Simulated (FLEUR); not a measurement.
```cif
data_mnga4
_symmetry_space_group_name_H-M 'Im-3m'
_symmetry_Int_Tables_number 229
_cell_length_a 5.5437
_cell_length_b 5.5437
_cell_length_c 5.5437
_cell_angle_alpha 90.000
_cell_angle_beta 90.000
_cell_angle_gamma 90.000
_cell_volume 170.38
loop_
_atom_site_label
_atom_site_type_symbol
_atom_site_symmetry_multiplicity
_atom_site_Wyckoff_symbol
_atom_site_fract_x
_atom_site_fract_y
_atom_site_fract_z
_atom_site_occupancy
Mn1 Mn 2 a 0.00000 0.00000 0.00000 1
Ga1 Ga 8 c 0.25000 0.25000 0.75000 1
_calc_subject 'MnGa4: parallel and opposed starts'
_calc_method 'PBEsol; all-electron FLAPW, Dirac cores, scalar-relativistic bands'
_calc_program 'FLEUR MaX-R8.1'
_calc_settings_of_one_run 'kmax 3.71 1/bohr, gmax 11.1 1/bohr, muffin tin radii Mn: 2.21, Ga: 2.21 bohr, lmax Mn: [8, 6], Ga: [8, 6], hist occupations, smearing width 0.03 eV, mixer Anderson, mixing 0.05, max iterations 90, stop 2.00e-5 me/bohr³, collinear spin, 4×8×8 k-mesh, mesh matched on, starting moments 3.5 -3.5 0 0 0 0 0 0 0 0 μB'
_calc_cost '3 runs, 3.3 min in all on 4 MPI ranks of AMD EPYC 9R45, shared host (the runs of this entry)'
_calc_notes 'Only 3 starts were tried; other patterns of signs, canted and longer-period orders were not.'
_calc_lowest_state_found 'antiferromagnetic (initial antiferro q=(1/2,1/2,1/2) +-)'
_calc_largest_site_spin_moment '1.12 μB'
_calc_next_finished_state 'ferromagnetic, 40.2 meV a seeded atom higher'
_calc_energy_gained_by_spin_polarisation '74.2 meV a seeded atom'
```

[Logs and program files are shortened in this print: banners, set-up blocks, solver, clock and traceback lines can be left out without a mark of their own.]

[Logs are printed without paths, hosts, clocks, repeated set-up lines and the standing remarks that a program may print on its own settings, such as how far it seeks lower states.]

[Hosts, paths, dates, database ids (printed as entryN), source tags and the programs' standing remarks are cut or masked in the printed files.]

[Where a cell is said to come from a database of computed structures, the database is the Materials Project.]
